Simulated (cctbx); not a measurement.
**Diagnosing a refinement**

Cell a = 4.6820 Å, b = 4.6820 Å, c = 4.6820 Å, α = 90.00°, β = 90.00°, γ = 90.00°; space group Pm-3m (no. 221). The compound is FeBi3.

The data are simulated with cctbx, not measured: synchrotron X-rays, λ = 0.6889 Å, to d = 0.65 Å, 95 % of the full sphere, strongest reflection 40000 counts, noise from counting, a 3 % proportional error and a noise floor of 4 counts (s.d.); no absorption.

An anisotropic refinement with weights 1/σ² prints:

```text
Rint 0.028, 62 unique reflections to 0.66 A
cycle     R1     wR2    GooF  max shift (A)
   1  0.0111  0.0274   2.897   0.00000
   2  0.0059  0.0129   1.360   0.00000
final R1 0.0059 wR2 0.0129 GooF 1.360  parameters 3  data/parameter 20.7
atom        x        y        z      Ueq    occ   su(xyz)  su(Uiso or U11)
Bi1    0.00000  0.50000  0.50000   0.0130  1.000  0.00000  0.0001
Fe1    0.00000  0.00000  0.00000   0.0159  1.000  0.00000  0.0002
difference map: max 1.57 min -0.45 rms 0.16
Q1    0.0000  0.0000  0.0000    1    1.57  0.00 A from Fe1
Q2    0.0000  0.5000  0.5000    3    1.09  0.00 A from Bi1
Q3    0.0000  0.0000  0.5000    3    0.39  2.34 A from Bi1
Q4    0.5000  0.5000  0.5000    1    0.32  2.34 A from Bi1
Q5    0.0000  0.1780  0.5000   12    0.23  1.51 A from Bi1
Q6    0.3354  0.5000  0.5000    6    0.20  1.57 A from Bi1
```

**Question.** Can this result stand? If not, what is the likely fault?

Mend it. The fault: dispersion terms of the wrong wavelength (1.54184 Å). Against the right model at the same level, R1 goes from 0.0032 to 0.0059 and GooF from 0.87 to 1.36 and the top difference peak, 1.6 e/Å³, lies on Fe1. f′ and f″ must be those of the data's wavelength; the error mimics a mistyped heavy atom. The signs are weak, and the output alone doesn't single this fault out.

The compound is FeBi3. The right model at the same level gives:

```text
Rint 0.028, 62 unique reflections to 0.66 A
cycle     R1     wR2    GooF  max shift (A)
   1  0.0037  0.0098   1.033   0.00000
   2  0.0032  0.0082   0.872   0.00000
final R1 0.0032 wR2 0.0082 GooF 0.872  parameters 3  data/parameter 20.7
atom        x        y        z      Ueq    occ   su(xyz)  su(Uiso or U11)
Bi1    0.00000  0.50000  0.50000   0.0136  1.000  0.00000  0.0001
Fe1    0.00000  0.00000  0.00000   0.0189  1.000  0.00000  0.0001
difference map: max 0.31 min -0.34 rms 0.08
Q1    0.0000  0.0000  0.5000    3    0.31  2.34 A from Bi1
Q2    0.5000  0.5000  0.5000    1    0.25  2.34 A from Bi1
Q3    0.1475  0.3287  0.3287   24    0.19  1.33 A from Bi1
Q4    0.3371  0.5000  0.5000    6    0.18  1.58 A from Bi1
Q5    0.0000  0.1747  0.5000   12    0.18  1.52 A from Bi1
Q6    0.1402  0.1402  0.1402    8    0.17  1.14 A from Fe1
```

Isotropic U is held between 0.0001 and 1 Å² by the program, and listed peak heights are interpolated, so they can pass the grid's maximum.

This is a model crystal, built by substitution and not relaxed, with assumed displacement parameters.

[Middle refinement cycles are left out of these outputs.]

[Logs are printed without paths, hosts, clocks, repeated set-up lines and the standing remarks that a program may print on its own settings, such as how far it seeks lower states.]
